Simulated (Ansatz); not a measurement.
## How fast states decay through ZrH4N2F2

Aim: relax a made-up compound, ZrH4N2F2, and see how good a tunnel barrier it would be. It is built by putting Zr for Sn in the SnH4N2F2 structure of space group C2/m, with the volume rescaled by atomic radii. The parent structure comes from the Materials Project.

Program: Ansatz 0.2.0. Level of theory: r2SCAN DFT, plane waves, PAW files, in the first sound run; inputs show where later runs differ. Results are calculated unless marked as measured.

The structure was built from a prototype and need not be the compound's stable phase.

## (1) Set-up

Symmetry: C2/m, No. 12, monoclinic system. The conventional cell has a = 11.495 Å, b = 3.498 Å, c = 5.401 Å, α = 90.00°, β = 105.87°, γ = 90.00°. Nearest to Zr lie 2 F at 2.17 Å and 4 N at 2.31 Å. Nearest to H lie 1 N at 1.08 Å. Nearest to H lie 1 N at 1.09 Å. N has 2 H at 1.08 to 1.09 Å and 2 Zr at 2.31 Å nearest. Nearest to F lie 1 H at 2.01 Å and 1 Zr at 2.17 Å. It derives from SnH4N2F2. Zr for Sn in the SnH4N2F2 structure of space group C2/m. Farther neighbours and most contacts between anions are not listed.

## (2) Relaxing the new crystal

The substituted atoms don't fit the parent's cell, so cell and atoms relax together. A small smearing keeps the run stable in case the gap closes on the way.

input.yaml

```yaml
crystal:
  lattice:
    - [5.7472835017, -1.7491420213, 0.0]
    - [5.7472835017, 1.7491420213, 0.0]
    - [-1.477262809, 0.0, 5.1955283493]
  atoms:
    - { symbol: Zr, position: [0.0, 0.0, 0.0] }
    - { symbol: H, position: [0.390841, 0.390841, 0.566509] }
    - { symbol: H, position: [0.609159, 0.609159, 0.433491] }
    - { symbol: H, position: [0.297973, 0.297973, 0.77737] }
    - { symbol: H, position: [0.702027, 0.702027, 0.22263] }
    - { symbol: "N", position: [0.391785, 0.391785, 0.767903] }
    - { symbol: "N", position: [0.608215, 0.608215, 0.232097] }
    - { symbol: F, position: [0.120299, 0.120299, 0.75256] }
    - { symbol: F, position: [0.879701, 0.879701, 0.24744] }
kpoints:
  mp_grid: { grid: [6, 6, 4] }
scf:
  occupations: { method: gaussian, width: 0.03 }
hamiltonian:
  xc: r2scan
output:
  forces: true
  stress: true
relax:
  f_tol: 0.02
  max_steps: 60
  cell: {}
```

On the command line:

```
ansatz run input.yaml --threads 2 --pin off --max-ram 4096MiB --backend cpu --events-out ev --progress --plain --runs-dir out
```

Numbers of over 12 decimals in the logs are rounded to 6 here.

Output:

```text
Engine: ansatz 0.2.0, aarch64-unknown-linux-gnu
Pseudopotentials: kind: paw
Pseudopotential: Zr, paw, valence charge 12, recommended cutoff 500 eV (meta_gga), Zr.paw.azcp
Pseudopotential: H, paw, valence charge 1, recommended cutoff 500 eV (meta_gga), H.paw.azcp
Pseudopotential: N, paw, valence charge 5, recommended cutoff 500 eV (meta_gga), N.paw.azcp
Pseudopotential: F, paw, valence charge 7, recommended cutoff 500 eV (meta_gga), F.paw.azcp
Functional definition: r2SCAN
  parameter k0 = 0.174
  parameter k1 = 0.065
  parameter a1 = 4.9479
  exchange = r2scan_x(k0 = k0, k1 = k1, a1 = a1)
  correlation = r2scan_c
Crystal: 9 atoms, lattice volume = 104.459 Å³
Basis set: ecut = 500 eV, 2657 PW (Γ), exchange–correlation on 180×180×160 points (64 copies of the dense FFT grid, shifted against one another)
Bands: 29, of which v1, the nominal top of the filled ones, is band 20 counted from 1 (19 counted from 0)
Symmetry: 4 space group operations
Space group: C2/m (ITA 12), of the structure as read, at distance tolerance 4.7e-5 Å
k-points: 47 of 144
Non-local potential: Zr, projectors of the file, l = 0: 3, l = 1: 2, l = 2: 2, l = 3: 2
Non-local potential: H, projectors of the file, l = 0: 2, l = 1: 1
Non-local potential: N, projectors of the file, l = 0: 2, l = 1: 2, l = 2: 1
Non-local potential: F, projectors of the file, l = 0: 2, l = 1: 2, l = 2: 1
PAW form: soft (Blöchl's): semilocal exchange-correlation on the pseudo side does not see the compensation charge
PAW frozen core: Zr, regenerated for the run's functional (the file was generated under x = pbe(κ = 0.804, μ = 0.219515), c = pbe(β = 0.066725))
PAW frozen core: N, regenerated for the run's functional (the file was generated under x = pbe(κ = 0.804, μ = 0.219515), c = pbe(β = 0.066725))
PAW frozen core: F, regenerated for the run's functional (the file was generated under x = pbe(κ = 0.804, μ = 0.219515), c = pbe(β = 0.066725))
PAW one-centre angular grid: Zr, 590 points (default); XC on 160 Gauss nodes
PAW one-centre angular grid: H, 302 points (default); XC on 160 Gauss nodes
PAW one-centre angular grid: N, 302 points (default); XC on 160 Gauss nodes
PAW one-centre angular grid: F, 302 points (default); XC on 160 Gauss nodes
Initial density: superposition of atomic densities (neutral atoms: chi_scale 0, normalization atom), corrected by the library's trained network
Initial wavefunctions: pseudopotential atomic-orbital guess
Functional: x = r2scan, c = r2scan; τ floored in thin density (d = 2e-4 eV/Å³)
SCF iter   1: F=—  HF=-6655.228534 eV  |F-HF|=—  |Δ(HF+E_count)|=         —  Δρ=1.22e-2  dr2=3.16e-1  dr2_τ=3.94e-1  ethr=1.77e-3  ⟨swp⟩=6.3  Hψ=6139  notcnv=0  defer=6
preconditioner: auto → Resta (q_TF=auto, 2.325 Å⁻¹)  ε∞=3.6  [insulator: Δε(μ)=3.393 eV  Ē_g=11.982 eV  σ=0.030 eV  W_gap=1.00  n_scr=24 (ndim 8)  ℏωp=19.2 eV  f_vac=0.146  D(μ)=0.00/eV (n_scr^D=0)  ε∞_Penn≈3.6]
SCF iter   2: F=—  HF=-6655.102695 eV  |F-HF|=—  |Δ(HF+E_count)|=   1.26e-1  Δρ=5.99e-3  dr2=3.01e-2  dr2_τ=8.82e-3  ethr=7.91e-4  ⟨swp⟩=3.1  Hψ=2838  notcnv=0  defer=140
SCF iter   3: F=—  HF=-6655.097747 eV  |F-HF|=—  |Δ(HF+E_count)|=   4.95e-3  Δρ=2.28e-3  dr2=5.51e-3  dr2_τ=5.61e-4  ethr=7.53e-5  ⟨swp⟩=2.0  Hψ=2148  notcnv=0  defer=93
automatic band count: iteration 3 solves 28 bands in place of 29: the levels show a gap, and the empty bands left out lie too high to hold charge; the band table lists the bands solved (type scf.n_extra_bands for more)
SCF iter   4: F=—  HF=-6655.098055 eV  |F-HF|=—  |Δ(HF+E_count)|=   3.08e-4  Δρ=8.55e-4  dr2=6.41e-4  dr2_τ=6.28e-5  ethr=1.38e-5  ⟨swp⟩=2.0  Hψ=2326  notcnv=0  defer=93
SCF iter   5: F=—  HF=-6655.098158 eV  |F-HF|=—  |Δ(HF+E_count)|=   1.03e-4  Δρ=4.73e-4  dr2=1.79e-4  dr2_τ=2.34e-5  ethr=1.60e-6  ⟨swp⟩=2.3  Hψ=2133  notcnv=0  defer=93
SCF iter   6: F=—  HF=-6655.098174 eV  |F-HF|=—  |Δ(HF+E_count)|=   1.55e-5  Δρ=9.40e-5  dr2=1.08e-5  dr2_τ=6.65e-7  ethr=4.47e-7  ⟨swp⟩=2.9  Hψ=2349  notcnv=0  defer=93
SCF iter   7: F=—  HF=-6655.098045 eV  |F-HF|=—  |Δ(HF+E_count)|=   1.29e-4  Δρ=3.63e-5  dr2=1.87e-6  dr2_τ=1.35e-7  ethr=2.71e-8  ⟨swp⟩=2.1  Hψ=1931  notcnv=0  defer=93
SCF iter   8: F=-6655.098045 eV  HF=-6655.098045 eV  |F-HF|=2.11e-8  |Δ(HF+E_count)|=   1.73e-7  Δρ=4.87e-6  dr2=3.01e-8  dr2_τ=1.53e-9  ethr=2.50e-10  ⟨swp⟩=3.6  Hψ=5513  notcnv=0
SCF 1 converged in 8 iterations: F = -6655.098045 eV  dr2 = 3.01e-8
  greatest PAW one-centre occupation: 0.989 electrons in one spin orbital (limit 2), on the Zr atom at site 0 (counted from 0), in its partial waves of l = 1
relax step   1: F+E_penalty+E_count = -6655.09804458 eV  Δ(F+E_penalty+E_count) = +0.000e0 eV  max|allowed force component| = 2.197e0 eV/Å  Δτ_max = 0.0000 Å  P = -15.191 GPa  Ω = 104.459 Å³  (8 SCF iters, dr2 threshold 1.00e-7 eV, accepted)
Crystal: 9 atoms, lattice volume = 92.749 Å³
Basis set: ecut = 500 eV, 2349 PW (Γ), exchange–correlation on 180×180×160 points (64 copies of the dense FFT grid, shifted against one another)
Initial density: handed on by an earlier stage of this run
Initial wavefunctions: those handed on with the density
SCF iter   1: F=—  HF=-6656.472356 eV  |F-HF|=—  |Δ(HF+E_count)|=         —  Δρ=3.14e-2  dr2=1.34e0  dr2_τ=2.97e0  ethr=3.10e-3  ⟨swp⟩=9.5  Hψ=6663  notcnv=0
automatic band count: iteration 1 solves 24 bands in place of 29: the levels show a gap, and the empty bands left out lie too high to hold charge; the band table lists the bands solved (type scf.n_extra_bands for more)
preconditioner: auto → none  [insulator: Δε(μ)=3.895 eV  Ē_g=12.673 eV  σ=0.030 eV  W_gap=1.00  n_scr=16 (ndim 8)  ℏωp=21.8 eV  f_vac=0.100  D(μ)=0.00/eV (n_scr^D=0)  ε∞_Penn≈4.0]
SCF iter   2: F=—  HF=-6656.001989 eV  |F-HF|=—  |Δ(HF+E_count)|=   4.70e-1  Δρ=2.25e-2  dr2=3.28e-1  dr2_τ=6.06e-2  ethr=3.10e-3  ⟨swp⟩=3.0  Hψ=2481  notcnv=0
SCF iter   3: F=—  HF=-6655.921014 eV  |F-HF|=—  |Δ(HF+E_count)|=   8.10e-2  Δρ=6.40e-3  dr2=1.56e-2  dr2_τ=2.30e-3  ethr=8.21e-4  ⟨swp⟩=2.0  Hψ=2161  notcnv=0
SCF iter   4: F=—  HF=-6655.921367 eV  |F-HF|=—  |Δ(HF+E_count)|=   3.52e-4  Δρ=2.68e-3  dr2=2.32e-3  dr2_τ=4.56e-4  ethr=3.89e-5  ⟨swp⟩=2.0  Hψ=1887  notcnv=0
SCF iter   5: F=—  HF=-6655.921855 eV  |F-HF|=—  |Δ(HF+E_count)|=   4.89e-4  Δρ=4.82e-4  dr2=6.84e-5  dr2_τ=1.69e-5  ethr=5.79e-6  ⟨swp⟩=2.0  Hψ=1998  notcnv=0
SCF iter   6: F=—  HF=-6655.921757 eV  |F-HF|=—  |Δ(HF+E_count)|=   9.86e-5  Δρ=1.70e-4  dr2=2.63e-5  dr2_τ=4.06e-6  ethr=1.71e-7  ⟨swp⟩=2.0  Hψ=1880  notcnv=0
[...]
SCF iter   6: F=—  HF=-6656.110085 eV  |F-HF|=—  |Δ(HF+E_count)|=   2.36e-5  Δρ=1.02e-4  dr2=1.05e-5  dr2_τ=1.00e-6  ethr=2.90e-7  ⟨swp⟩=2.2  Hψ=1901  notcnv=0
SCF iter   7: F=-6656.110092 eV  HF=-6656.110092 eV  |F-HF|=3.18e-7  |Δ(HF+E_count)|=   6.46e-6  Δρ=2.79e-5  dr2=7.43e-7  dr2_τ=5.80e-8  ethr=2.25e-9  ⟨swp⟩=3.5  Hψ=5021  notcnv=0
SCF 3 converged in 7 iterations: F = -6656.110092 eV  dr2 = 7.43e-7
  greatest PAW one-centre occupation: 0.991 electrons in one spin orbital (limit 2), on the Zr atom at site 0 (counted from 0), in its partial waves of l = 1
relax step   3: F+E_penalty+E_count = -6656.11009217 eV  Δ(F+E_penalty+E_count) = -1.883e-1 eV  max|allowed force component| = 2.103e-1 eV/Å  Δτ_max = 0.1275 Å  P = -0.332 GPa  Ω = 91.629 Å³  energy of the carried Pulay correction = +7.713e-3 eV  (7 SCF iters, dr2 threshold 9.00e-7 eV, accepted)
[...]
relax step   4: F+E_penalty+E_count = -6656.13371734 eV  Δ(F+E_penalty+E_count) = -2.363e-2 eV  max|allowed force component| = 1.229e-1 eV/Å  Δτ_max = 0.0325 Å  P = -0.344 GPa  Ω = 93.483 Å³  energy of the carried Pulay correction = +6.536e-3 eV  (7 SCF iters, dr2 threshold 9.00e-7 eV, accepted)
[...]
relax step   5: F+E_penalty+E_count = -6656.13741430 eV  Δ(F+E_penalty+E_count) = -3.697e-3 eV  max|allowed force component| = 5.049e-2 eV/Å  Δτ_max = 0.0191 Å  P = +0.162 GPa  Ω = 92.959 Å³  energy of the carried Pulay correction = +6.866e-3 eV  (6 SCF iters, dr2 threshold 9.00e-7 eV, accepted)
[...]
relax step   6: F+E_penalty+E_count = -6656.13882575 eV  Δ(F+E_penalty+E_count) = -1.411e-3 eV  max|allowed force component| = 3.059e-2 eV/Å  Δτ_max = 0.0163 Å  P = +0.094 GPa  Ω = 92.864 Å³  energy of the carried Pulay correction = +6.926e-3 eV  (6 SCF iters, dr2 threshold 7.78e-7 eV, accepted)
[...]
relax step   7: F+E_penalty+E_count = -6656.13956479 eV  Δ(F+E_penalty+E_count) = -7.390e-4 eV  max|allowed force component| = 2.060e-2 eV/Å  Δτ_max = 0.0156 Å  P = +0.020 GPa  Ω = 92.672 Å³  energy of the carried Pulay correction = +7.048e-3 eV  (6 SCF iters, dr2 threshold 3.21e-7 eV, accepted)
[...]
relax step   8: F+E_penalty+E_count = -6656.13974820 eV  Δ(F+E_penalty+E_count) = -1.834e-4 eV  max|allowed force component| = 1.405e-2 eV/Å  Δτ_max = 0.0042 Å  P = +0.007 GPa  Ω = 92.574 Å³  energy of the carried Pulay correction = +7.110e-3 eV  (6 SCF iters, dr2 threshold 2.65e-8 eV, accepted)
[...]
relax step   9: F+E_penalty+E_count = -6656.13996796 eV  Δ(F+E_penalty+E_count) = -2.198e-4 eV  max|allowed force component| = 4.892e-3 eV/Å  Δτ_max = 0.0097 Å  P = -0.004 GPa  Ω = 92.416 Å³  energy of the carried Pulay correction = +7.211e-3 eV  (8 SCF iters, dr2 threshold 8.55e-9 eV, accepted)
Initial wavefunctions: pseudopotential atomic-orbital guess (no wavefunctions were taken with the density)
iter 1 solved again at ethr=1.18e-7 eV; its pass at ethr=3.10e-3 eV (dr2=4.74e-5 eV) is discarded
SCF iter   1: F=—  HF=-6656.131738 eV  |F-HF|=—  |Δ(HF+E_count)|=         —  Δρ=4.54e-4  dr2=1.78e-5  dr2_τ=9.49e-5  ethr=1.18e-7  ⟨swp⟩=3.4  Hψ=10181  notcnv=0
preconditioner: auto → Resta (q_TF=auto, 2.373 Å⁻¹)  ε∞=3.2  [insulator: Δε(μ)=3.327 eV  Ē_g=14.177 eV  σ=0.030 eV  W_gap=1.00  n_scr=18 (ndim 8)  ℏωp=21.2 eV  f_vac=0.115  D(μ)=0.00/eV (n_scr^D=0)  ε∞_Penn≈3.2]
SCF iter   2: F=—  HF=-6656.131792 eV  |F-HF|=—  |Δ(HF+E_count)|=   5.39e-5  Δρ=2.31e-4  dr2=5.25e-6  dr2_τ=1.00e-5  ethr=4.44e-8  ⟨swp⟩=2.9  Hψ=2215  notcnv=0
SCF iter   3: F=—  HF=-6656.131807 eV  |F-HF|=—  |Δ(HF+E_count)|=   1.55e-5  Δρ=5.70e-5  dr2=1.44e-6  dr2_τ=3.58e-7  ethr=1.31e-8  ⟨swp⟩=2.0  Hψ=2030  notcnv=0
SCF iter   4: F=—  HF=-6656.131828 eV  |F-HF|=—  |Δ(HF+E_count)|=   2.02e-5  Δρ=5.27e-6  dr2=1.50e-8  dr2_τ=3.93e-9  ethr=3.61e-9  ⟨swp⟩=2.0  Hψ=1995  notcnv=0
SCF iter   5: F=—  HF=-6656.131828 eV  |F-HF|=—  |Δ(HF+E_count)|=   1.19e-8  Δρ=1.66e-6  dr2=2.18e-9  dr2_τ=6.49e-10  ethr=3.74e-11  ⟨swp⟩=2.0  Hψ=2303  notcnv=0
SCF iter   6: F=—  HF=-6656.131828 eV  |F-HF|=—  |Δ(HF+E_count)|=  5.73e-11  Δρ=4.93e-7  dr2=1.85e-10  dr2_τ=3.41e-11  ethr=5.46e-12  ⟨swp⟩=2.0  Hψ=1980  notcnv=0
SCF iter   7: F=-6656.131828 eV  HF=-6656.131828 eV  |F-HF|=3.64e-12  |Δ(HF+E_count)|=  7.73e-11  Δρ=1.38e-7  dr2=1.60e-11  dr2_τ=3.17e-12  ethr=1.00e-12  ⟨swp⟩=5.0  Hψ=4555  notcnv=0
SCF 10 converged in 7 iterations: F = -6656.131828 eV  dr2 = 1.60e-11
relax step  10: F+E_penalty+E_count = -6656.13182774 eV  Δ(F+E_penalty+E_count) = +8.140e-3 eV  max|allowed force component| = 4.194e-3 eV/Å  Δτ_max = 0.0000 Å  P = +0.022 GPa  Ω = 92.416 Å³  stress off target by 3.77e-2 GPa  SCF on the basis re-selected at this cell (its energy is not comparable with the rows above)  (7 SCF iters)
basis re-selected at this cell: Δ(F+E_penalty+E_count) = +8.140e-3 eV, ΔP = +0.026 GPa vs the last step (what re-selecting the basis moved, of the pressure what is left beyond the Pulay correction that the steps carried, after the strain that the cell walked since its last selection, with what the two solves' SCF thresholds leave and, on support functions, any second-order correction that the steps lacked; it is no m [...]
SCF converged after 7 iterations
Free energy (F): -6656.131828 eV
Harris-Foulkes:  -6656.131828 eV  (|F-HF|=3.64e-12)
Internal energy: -6656.131828 eV  (E = F + TS)
E sigma→0 (E₀):  -6656.131828 eV
Fermi energy:    4.640981 eV
--- Per-component energies (eV) ---
  E_band       = -390.426744
  E_kinetic    = 1069.559926
  E_local      = -3094.299797  (includes V_loc(G=0)·N_el)
  E_nonlocal   = 317.035782
  E_hartree    = 1100.211463
  E_xc         = -470.552479
  E_vxc        = -666.522679  (∫ρ·V_xc dr)
  E_paw        = -3635.880236  (= ΣΔE_a)
  E_vpaw       = -260.141583  (= ΣTr[D̂ρ^β])
  E_aug_tail   = 0.000237  (compensation charges beyond the density's cutoff)
  E_vtau       = 43.518428  (kinetic-family band-sum trace: ∫τ·v_τ [+ j·A + Jᵃ·Aᵃ] dr)
  E_ewald      = -1941.920071
  E_core_change = -0.286654  (= ΣΔE_core)
  E_smearing   = -0.000000  (= −TS)
  E_closure    = 0.000000  (closes the sum)
  Σ components = -6656.131828   (vs F -6656.131828, Δ=0.00e0)
--- Forces (eV/Å), atoms counted from 1 ---
  atom   1  Zr     0.00000000     0.00000000     0.00000000
  atom   2  H      0.00053764    -0.00000000    -0.00079690
  atom   3  H     -0.00053764     0.00000000     0.00079690
  atom   4  H      0.00286862     0.00000000     0.00128428
  atom   5  H     -0.00286862    -0.00000000    -0.00128428
  atom   6  N      0.00122959     0.00000000    -0.00419391
  atom   7  N     -0.00122959    -0.00000000     0.00419391
  atom   8  F     -0.00350711    -0.00000000     0.00001924
  atom   9  F      0.00350711     0.00000000    -0.00001924
  max |Σ_I F_I| component: 4.34e-19 eV/Å
--- Stress (GPa, compression-positive) ---
       -0.002324       0.000000      -0.000270
        0.000000       0.037732      -0.000000
       -0.000268      -0.000000       0.030601
  P = ⅓ Tr σ = 0.0220 GPa (0.220 kbar)
--- Relaxed structure (9 steps of the walk, 9 accepted, 1 SCFs on fresh bases) ---
  F+E_penalty+E_count = -6656.13182774 eV   max|allowed force component| = 4.194e-3 eV/Å   (the final SCF, on the basis selected at the relaxed cell)
  cell:  # Å, volume = 92.4158 Å³
    - [5.483839, -1.716072, -0.145678]
    - [5.483839, 1.716072, -0.145678]
    - [-1.541240, 0.0, 4.951106]
  atoms:
    - { symbol: Zr, position: [-2.2062645985224375e-19, -2.2062645985224375e-19, -5.750289708534368e-19] }
    - { symbol: H, position: [0.383735, 0.383735, 0.559305] }
    - { symbol: H, position: [0.616265, 0.616265, 0.440695] }
    - { symbol: H, position: [0.292910, 0.292910, 0.755957] }
    - { symbol: H, position: [0.707090, 0.707090, 0.244043] }
    - { symbol: N, position: [0.386199, 0.386199, 0.757297] }
    - { symbol: N, position: [0.613801, 0.613801, 0.242703] }
    - { symbol: F, position: [0.113979, 0.113979, 0.772425] }
    - { symbol: F, position: [0.886021, 0.886021, 0.227575] }
```

The job ended after 64 s (2 threads of Arm Neoverse V2, shared host; peak memory 0.85 GiB).

Relaxation path:

| step | energy less that of the first step (eV) | largest force component (eV/Å) | pressure (GPa) | volume (Å³) |
| --- | --- | --- | --- | --- |
| 1 | 0.0000 | 2.1966 | -15.19 | 104.46 |
| 2 | -0.8237 | 1.9285 | 4.43 | 92.75 |
| 3 | -1.0120 | 0.2103 | -0.33 | 91.63 |
| 4 | -1.0357 | 0.1229 | -0.34 | 93.48 |
| 5 | -1.0394 | 0.0505 | 0.16 | 92.96 |
| 6 | -1.0408 | 0.0306 | 0.09 | 92.86 |
| 7 | -1.0415 | 0.0206 | 0.02 | 92.67 |
| 8 | -1.0417 | 0.0140 | 0.01 | 92.57 |
| 9 | -1.0419 | 0.0049 | 0.00 | 92.42 |
| 10* | -1.0338 | 0.0042 | 0.02 | 92.42 |

Relaxation steps marked * repeat the geometry before them on a plane-wave basis chosen anew for their cell, so energy and pressure can jump there.

Forces are held to the 4 operations that the run works with; a distortion that breaks them can't arise in this run.

| cell as run | before | after | change |
| --- | --- | --- | --- |
| a (Å) | 6.008 | 5.748 | -4.3 % |
| b (Å) | 6.008 | 5.748 | -4.3 % |
| c (Å) | 5.401 | 5.185 | -4.0 % |
| α (°) | 105.17 | 107.92 | +2.6 % |
| β (°) | 105.17 | 107.92 | +2.6 % |
| γ (°) | 33.85 | 34.74 | +2.6 % |
| volume (Å³/atom) | 11.61 | 10.27 | -11.5 % |

The atoms that moved most (Å, as changes of fractional coordinates times the final cell):

```csv
atom,dx,dy,dz,length
F9,0.100,0.000,-0.100,0.142
F8,-0.100,0.000,0.100,0.142
H4,-0.023,0.000,-0.105,0.107
H5,0.023,0.000,0.105,0.107
H2,-0.067,0.000,-0.034,0.075
H3,0.067,0.000,0.034,0.075
N6,-0.045,0.000,-0.051,0.068
N7,0.045,0.000,0.051,0.068
```

Numbers from this step:

```yaml
free_energy: -6656.1318 eV
fermi_energy: 4.641 eV
pressure: 0.02200 GPa
```

The largest force component on a free atom ends at 0.0042 eV/Å.

[end of part 1 of 4]

[Logs are printed without paths, hosts, clocks, repeated set-up lines and the standing remarks that a program may print on its own settings, such as how far it seeks lower states.]

[Hosts, paths, dates, database ids (printed as entryN), source tags and the programs' standing remarks are cut or masked in the printed files.]
